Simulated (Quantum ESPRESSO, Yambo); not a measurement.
# WS2 (Tungstenite): Bethe-Salpeter spectra with Yambo, part 2 of 4

How far does the k mesh set the exciton binding of WS2 (Tungstenite)?

Quantum ESPRESSO 7.5 and Yambo 5.3.0; PBE and many-body steps on it, plane waves. Known limits of the many-body steps: not at the basis limit; no spin-orbit coupling in some runs; coarse k mesh; bindings not settled in the k mesh.

So far. Step 4 (Screening and self-energy, 3×3×1 mesh, 111 bands …): The gap on the mesh goes from 1.31 eV to 2.01 eV, a correction of +0.71 eV. Step 5 (Empty states on the mesh, 3×3×1 mesh, 100 bands): On this mesh the gap is 1.233 eV.

## 7. Excitons

Light makes an electron and a hole together. The Bethe-Salpeter equation adds their screened attraction and their exchange, in a window of bands around the gap.

This step: Bethe-Salpeter equation on PBE with a scissors shift with spin-orbit coupling, plane waves, norm-conserving pseudopotentials.

File bse3.in:

```
optics
bss
bse
em1s
dipoles
rim_cut
RandQpts= 1000000
RandGvec= 1 RL
Chimod= "HARTREE"
BSKmod= "SEX"
BSEmod= "resonant"
BSSmod= "d"
BSENGexx= 20 Ry
BSENGBlk= 4 Ry
% BSEQptR
 1 | 1 |
%
% BSEBands
 49 | 62 |
%
% BEnRange
 0 | 5 | eV
%
% BDmRange
 0.1 | 0.1 | eV
%
BEnSteps= 101
% BLongDir
 1 | 0 | 0 |
%
% BndsRnXs
 17 | 100 |
%
NGsBlkXs= 4 Ry
% LongDrXs
 1 | 1 | 1 |
%
% KfnQP_E
 0.746 | 1.0 | 1.0 |
%
WRbsWF
FFTGvecs= 30 Ry
```

The run is started by

```sh
OMP_NUM_THREADS=4 mpirun -n 4 yambo -F bse3.in -J bse3 -C bse3 > bse3.log
```

Log:

```text
 Yambo, version 5.3.0

 [02] CORE Variables Setup
 =========================

  [... cell, symmetries and grids as in the set-up ...]

  [02.05] Energies & Occupations
  ==============================

  [X] === General ===
  [X] Electronic Temperature                        :  0.000000  0.000000 [eV K]
  [X] Bosonic    Temperature                        :  0.000000  0.000000 [eV K]
  [X] Finite Temperature mode                       : no
  [X] El. density                                   :  0.49006E+24 [cm-3]
  [X] Fermi Level                                   :  11.79311 [eV]

  [X] === Gaps and Widths ===
  [X] Conduction Band Min                           :  1.233324 [eV]
  [X] Valence Band Max                              :  0.000000 [eV]
  [X] Filled Bands                                  :   52
  [X] Empty Bands                                   :   53  100
  [X] Direct Gap                                    :  1.649000 [eV]
  [X] Direct Gap localized at k                     :  3
  [X] Indirect Gap                                  :  1.233324 [eV]
  [X] Indirect Gap between kpts                     :  1  3
  [X] Last valence band width                       :  1.723495 [eV]
  [X] 1st conduction band width                     :  0.953674 [eV]

 [03] Transferred momenta grid and indexing
 ==========================================

 [BZ sampling] Q-grid is User defined and/or read from the database

 IBZ Q-points                                      :  3
 BZ  Q-points                                      :   9

 K/Q-points units:
 rlu = crystal or reduced units; cc = cartesian coordinates; iku = interal k-units

 Q [1]          [rlu]:  0.000000  0.000000  0.000000
 Q [2]          [rlu]:  0.30223E-17  0.33333       0.0000
 Q [3]          [rlu]:  0.333333  0.333333  0.000000

  [03.01] X + BSE indexes
  =======================

   [03.01.01] Sigma indexes
   ========================

 [04] Coloumb potential Random Integration (RIM)
 ===============================================

  [04.01] RIM initialization
  ==========================

  * Diagonal components only detected *

  8 x (sBL volume)        :  0.307922 [a.u.]
  sBZ random points       :  1000000
  Points outside the sBZ  :   7981908
  RL volume               :  0.346412 [a.u.]
  Integrated volume       :  0.347197 [a.u.]

  [04.02] RIM integrals
  =====================

  Gamma point sphere radius             :  0.122489 [a.u.]
  Points outside the sphere             :   799861
  [Int_sBZ(q=0) 1/q^2]*(Vol_sBZ)^(-1/3) =:  7.615381
                                 should be <:  7.795600

  Summary of Coulomb integrals for non-metallic bands |Q|[au] RIM/Bare

  Q [1] 0.100000E-4 0.976882 * Q [2] 0.405861 1.110454
  Q [3] 0.702972 1.037812

 [05] External/Internal QP corrections
 =====================================

 [QP_apply] Action to be applied: USER defined scissor

  [05.01]  QP corrections report
  ==============================

  [K+QP] === General ===
  [K+QP] Electronic Temperature                     :  0.000000  0.000000 [eV K]
  [K+QP] Bosonic    Temperature                     :  0.000000  0.000000 [eV K]
  [K+QP] Finite Temperature mode                    : no
  [K+QP] El. density                                :  0.49006E+24 [cm-3]
  [K+QP] Fermi Level                                :  0.000000 [eV]

  [K+QP] === Gaps and Widths ===
  [K+QP] Conduction Band Min                        :  1.979324 [eV]
  [K+QP] Valence Band Max                           :  0.000000 [eV]
  [K+QP] Filled Bands                               :   52
  [K+QP] Empty Bands                                :   53  100
  [K+QP] Direct Gap                                 :  2.395000 [eV]
  [K+QP] Direct Gap localized at k                  :  3
  [K+QP] Indirect Gap                               :  1.979324 [eV]
  [K+QP] Indirect Gap between kpts                  :  1  3
  [K+QP] Last valence band width                    :  1.723495 [eV]
[...]
io_Double_Grid :      0.0001s P3 ( 2 calls,   0.041 msec avg) [MAX]      0.0001s P1 ( 2 calls,   0.035 msec avg) [min]
                         IO_and_Messaging_switch :      0.0001s P1 (42 calls,   0.002 msec avg) [MAX]      0.0001s P4 (36 calls,   0.002 msec avg) [min]
                                    io_BSS_diago :      0.0111s P1 ( 2 calls,   5.560 msec avg) [MAX]      0.0001s P3 ( 2 calls,   0.043 msec avg) [min]
                                       X (REDUX) :      0.0023s P4 ( 3 calls,   0.781 msec avg) [MAX]      0.0001s P1 ( 3 calls,   0.030 msec avg) [min]
                                    scatter_Gamp :      0.0002s P1 ( 3 calls,   0.065 msec avg) [MAX]      0.0001s P3 ( 3 calls,   0.042 msec avg) [min]
                          BSE components folding :      0.0001s P2 [MAX]      0.0001s P4 [min]
                                    PP_uspp_init :      0.0003s P1 (11 calls,   0.031 msec avg) [MAX]      0.0002s P4 ( 8 calls,   0.029 msec avg) [min]
                                      Xo (REDUX) :      0.0129s P3 ( 3 calls,   4.303 msec avg) [MAX]      0.0007s P1 ( 3 calls,   0.232 msec avg) [min]
                              BSE matrix (REDUX) :      0.0008s P4 [MAX]      0.0007s P1 [min]
                                   X (procedure) :      0.0031s P1 ( 3 calls,   1.047 msec avg) [MAX]      0.0008s P2 ( 3 calls,   0.281 msec avg) [min]
                                  eval_G_minus_G :      0.0014s P2 [MAX]      0.0013s P1 [min]
                               SERIAL_lin_system :      0.0017s P1 ( 3 calls,   0.575 msec avg)
                                     BSE dipoles :      0.0039s P2 [MAX]      0.0039s P4 [min]
                                        io_QINDX :      0.0159s P1 ( 5 calls,   3.175 msec avg) [MAX]      0.0043s P3 ( 3 calls,   1.428 msec avg) [min]
                                            io_X :      0.0241s P1 (15 calls,   1.609 msec avg) [MAX]      0.0065s P4 (15 calls,   0.433 msec avg) [min]
                            X T_space Kernel sum :      0.1008s P1 (16 calls,   6.300 msec avg) [MAX]      0.0072s P4 ( 6 calls,   1.207 msec avg) [min]
                                           io_BS :      0.0088s P1 (14 calls,   0.630 msec avg) [MAX]      0.0078s P3 ( 9 calls,   0.863 msec avg) [min]
                                      T_space IP :      0.0081s P4 [MAX]      0.0080s P2 [min]
                                     K_WF_phases :      0.0757s P4 [MAX]      0.0081s P1 [min]
                                      io_DIPOLES :      0.0222s P1 (13 calls,   1.705 msec avg) [MAX]      0.0086s P4 ( 9 calls,   0.951 msec avg) [min]
                                     io_KB_pwscf :      0.0101s P1 ( 5 calls,   2.026 msec avg) [MAX]      0.0098s P4 ( 5 calls,   1.956 msec avg) [min]
                                         io_GROT :      0.0105s P1 ( 2 calls,   5.247 msec avg) [MAX]      0.0099s P2 ( 2 calls,   4.953 msec avg) [min]
                                       FFT_setup :      0.0160s P1 (11 calls,   1.457 msec avg) [MAX]      0.0122s P3 ( 8 calls,   1.526 msec avg) [min]
                                 bz_samp_indexes :      0.0131s P1 [MAX]      0.0131s P2 [min]
                               T_space CORR Osc. :      0.1249s P1 ( 8 calls,  15.610 msec avg) [MAX]      0.0156s P4 ( 3 calls,   5.200 msec avg) [min]
                                     io_fragment :      0.0303s P1 (33 calls,   0.919 msec avg) [MAX]      0.0179s P4 (22 calls,   0.812 msec avg) [min]
                                T_space EXX Osc. :      0.0491s P1 ( 6 calls,   8.187 msec avg) [MAX]      0.0223s P4 ( 3 calls,   7.430 msec avg) [min]
                                           io_WF :      0.0361s P1 (38 calls,   0.950 msec avg) [MAX]      0.0279s P4 (28 calls,   0.997 msec avg) [min]
                                     WF_load_FFT :      0.0654s P1 (11 calls,   5.943 msec avg) [MAX]      0.0501s P3 ( 8 calls,   6.268 msec avg) [min]
                SERIAL_HERMITIAN_diagonalization :      0.1423s P1 [MAX]      0.1385s P3 [min]
                                  LINEAR ALGEBRA :      0.1440s P1 ( 4 calls,  36.012 msec avg) [MAX]      0.1385s P3 [min]
                                X T_space Kernel :      0.3092s P1 [MAX]      0.1421s P4 [min]
                                    Diago Solver :      0.1649s P1 [MAX]      0.1528s P2 [min]
                                  Xo (procedure) :      0.2438s P1 ( 3 calls,  81.273 msec avg) [MAX]      0.2414s P4 ( 3 calls,  80.454 msec avg) [min]
                                             RIM :      0.4643s P2 [MAX]      0.4637s P1 [min]
                                  DIPOLE_g_space :      1.0325s P1 [MAX]      0.9973s P3 [min]
                                         Dipoles :      2.0528s P1 [MAX]      2.0528s P3 [min]

 [11] Game Over & Game summary
```

The job ended after 4.1 s (4 MPI ranks of Arm Neoverse V2, shared host; peak memory 1.1 GiB).

This step gave:

```
transitions in the window                                      : 360
direct gap of the transition levels                            : 2.395 eV
lowest state                                                   : 1.782 eV
first strong exciton (over a fiftieth of the strongest listed) : 1.882 eV
binding of the lowest state below the direct gap               : 0.6132 eV
Coulomb term of one mesh cell                                  : 0.2792 eV
```

The lowest state lies at 1.782 eV, 0.613 eV under the direct gap.

Lines within 3 meV are set at the lowest of them, and the highest group, which the list may cut short, is left out. Exciton lines, with heights relative to the strongest:

```
position (eV)  lines merged  strength, relative
        1.782             2                 0.0
        1.788             1                 0.0
        1.798             1                 0.0
        1.882             2                  65
        1.886             2                  23
        2.209             4                 0.0
        2.240             4                 100
        2.520             4                  12
```

Field along x; broadening 0.1 eV; transition window only. Limits: finite bands, cutoff and mesh; coarse k mesh. Table of ε₂ by photon energy; read off at these points:

```
photon energy (eV)    BSE  no electron-hole interaction
              0.00  0.244                         0.171
              0.15  0.281                         0.191
              0.25  0.311                         0.207
              0.40  0.366                         0.235
              0.55  0.437                         0.269
              0.70  0.533                         0.311
              0.80  0.617                         0.346
              0.95  0.789                         0.410
              1.10   1.05                         0.494
              1.20   1.31                         0.566
              1.35   1.96                         0.710
              1.50   3.34                         0.920
              1.60   5.36                          1.12
              1.75   15.4                          1.58
              1.90   39.6                          2.42
              2.05   19.4                          4.25
              2.15   28.2                          7.00
              2.25   46.1                          13.7
              2.30   35.9                          20.9
              2.45   15.2                          58.8
              2.55   16.1                          29.9
              2.70   11.6                          18.0
              2.85   8.79                          40.7
              2.95   10.5                          29.2
              3.10   4.13                          12.1
              3.25   2.82                          7.56
              3.40   3.10                          3.42
              3.50   3.12                          2.63
              3.65   6.28                          2.73
              3.80   11.7                          2.39
              3.90   11.4                          2.47
              4.05   15.0                          4.26
              4.15   23.4                          5.09
              4.20   21.9                          6.25
              4.30   9.76                          9.06
              4.45   4.42                          13.7
              4.60   3.58                          17.6
              4.75   2.13                          12.3
              4.85   1.89                          10.5
              5.00   1.52                          4.97
```

## 8. Empty states on the mesh, 6×6×2 mesh, 100 bands

This step: Quantum ESPRESSO 7.5; DFT, PBE with spin-orbit coupling, plane waves, norm-conserving pseudopotentials.

File pw.in:

```
&control
  calculation = 'nscf'
  prefix = 'x'
  outdir = 'o'
  pseudo_dir = 'pseudo'
/
&system
  ibrav = 0
  nat = 6
  ntyp = 2
  ecutwfc = 62.0
  nbnd = 100
  force_symmorphic = .true.
  noncolin = .true.
  lspinorb = .true.
/
&electrons
  conv_thr = 1e-9
  electron_maxstep = 80
  diago_full_acc = .true.
  diago_thr_init = 5e-6
/
ATOMIC_SPECIES
  W 183.84 W.upf
  S 32.06 S.upf
CELL_PARAMETERS angstrom
  3.1532000000 0.0000000000 0.0000000000
  -1.5766000000 2.7307513032 0.0000000000
  0.0000000000 0.0000000000 12.3230000000
ATOMIC_POSITIONS crystal
  W 0.3333333333 0.6666666667 0.2500000000
  W 0.6666666667 0.3333333333 0.7500000000
  S 0.3333333333 0.6666666667 0.6225000000
  S 0.6666666667 0.3333333333 0.1225000000
  S 0.3333333333 0.6666666667 0.8775000000
  S 0.6666666667 0.3333333333 0.3775000000
K_POINTS automatic
  6 6 2 0 0 0
```

The run is started by

```sh
OMP_NUM_THREADS=1 mpirun -n 16 pw.x -nk 4 -in pw.in > pw.out
```

Log:

```text
[banner, memory and clock lines left out]
Program PWSCF v.7.5 starts

     Atomic positions and unit cell read from directory:
     o/x.save/

     Message from routine setup:
     using ibrav=0 with symmetry is DISCOURAGED, use correct ibrav instead

     bravais-lattice index     =            0
     lattice parameter (alat)  =       5.9587  a.u.
     unit-cell volume          =     716.0556 (a.u.)^3
     number of atoms/cell      =            6
     number of atomic types    =            2
     number of electrons       =        52.00
[...]
24.3136  24.3136  24.4869  24.4869

          k = 0.0000 0.0000-0.1279 (  5986 PWs)   bands (ev):

[...]
23.9305  23.9305  23.9305  23.9306

          k = 0.0000 0.1925 0.0000 (  5929 PWs)   bands (ev):

[...]
21.4524  21.4524  21.5699  21.5699  22.2254  22.2254  22.6275  22.6275
    22.9675  22.9675  23.0470  23.0470  23.0576  23.0576  23.3763  23.3763
    24.5073  24.5073  24.5673  24.5673

          k = 0.0000 0.1925-0.1279 (  5944 PWs)   bands (ev):

     [... further k-points ...]

     highest occupied, lowest unoccupied level (ev):    11.7931   12.7282

     XML data file, pseudopotentials, collected wavefunctions
```

Elapsed: 14 s, on 16 MPI ranks; peak memory 1.2 GiB.

Numbers from this step:

| Property | Result |
| --- | --- |
| gap | 0.9351 eV |
| k of the valence top | 0, 0, 0 |
| k of the conduction bottom | 0.1667, 0.1667, 0 |
| least direct gap | 1.649 eV |
| k points computed | 14 |
| lowest point of the top converged band, above the valence top | 12.14 eV |

On this mesh the gap is 0.935 eV.

## 9. Conversion and set-up

This step: Yambo 5.3.0; conversion and set-up on PBE with spin-orbit coupling, plane waves, norm-conserving pseudopotentials.

The run is started by

```sh
(cd o/x.save; p2y > p2y.log; mv SAVE ../..); yambo > setup.log
```

Log:

```text
 Yambo, version 5.3.0

 [02] CORE Variables Setup
 =========================

  [02.01] Unit cells
  ==================

  Cell kind             :  HCP
  Atoms in the cell     :  W  S
  number of W  atoms    :  2
  number of S  atoms    :   4

  List of atomic masses
  Mass of W     :  183.8400
  Mass of S     :  32.06000

  List of atomic coordinates    : [cc]
  W1       : -0.29793E-09   3.4402       5.8218      order 1
  W2       :   2.97934   1.72012  17.46532  order 2
  S1       : -0.29793E-09   3.4402       14.496      order 3
[...]
Q [ 1]         [rlu]:  0.000000  0.000000  0.000000
 Q [ 2]         [rlu]:  0.000000  0.000000 -0.500000
 Q [ 3]         [rlu]:  0.15111E-17  0.16667       0.0000
[...]
Q [ 8]         [rlu]: -0.45334E-17 -0.50000     -0.50000
 Q [ 9]         [rlu]:  0.166667  0.166667  0.000000
 Q [10]         [rlu]:  0.166667  0.166667 -0.500000
 Q [11]         [rlu]:  0.166667  0.333333  0.000000
 Q [12]         [rlu]:  0.166667  0.333333 -0.500000
 Q [13]         [rlu]:  0.333333  0.333333  0.000000
 Q [14]         [rlu]:  0.333333  0.333333 -0.500000

  [03.01] X indexes
  =================

   [03.01.01] Sigma indexes
   ========================

 [06] Game Over & Game summary
```

The job ended after 3.2 s (1 MPI rank; peak memory 0.25 GiB).

(Part 2 of 4 ends here.)

[Paths, hosts, dates, memory and timing lines, banners, echoed tables and standing remarks are left out of the program output.]

[Logs are printed without paths, hosts, clocks, repeated set-up lines and the standing remarks that a program may print on its own settings, such as how far it seeks lower states.]

[Runs of the session that timed out or met a known fault of the program may be left out.]

[Hosts, paths, dates, database ids (printed as entryN), source tags and the programs' standing remarks are cut or masked in the printed files.]
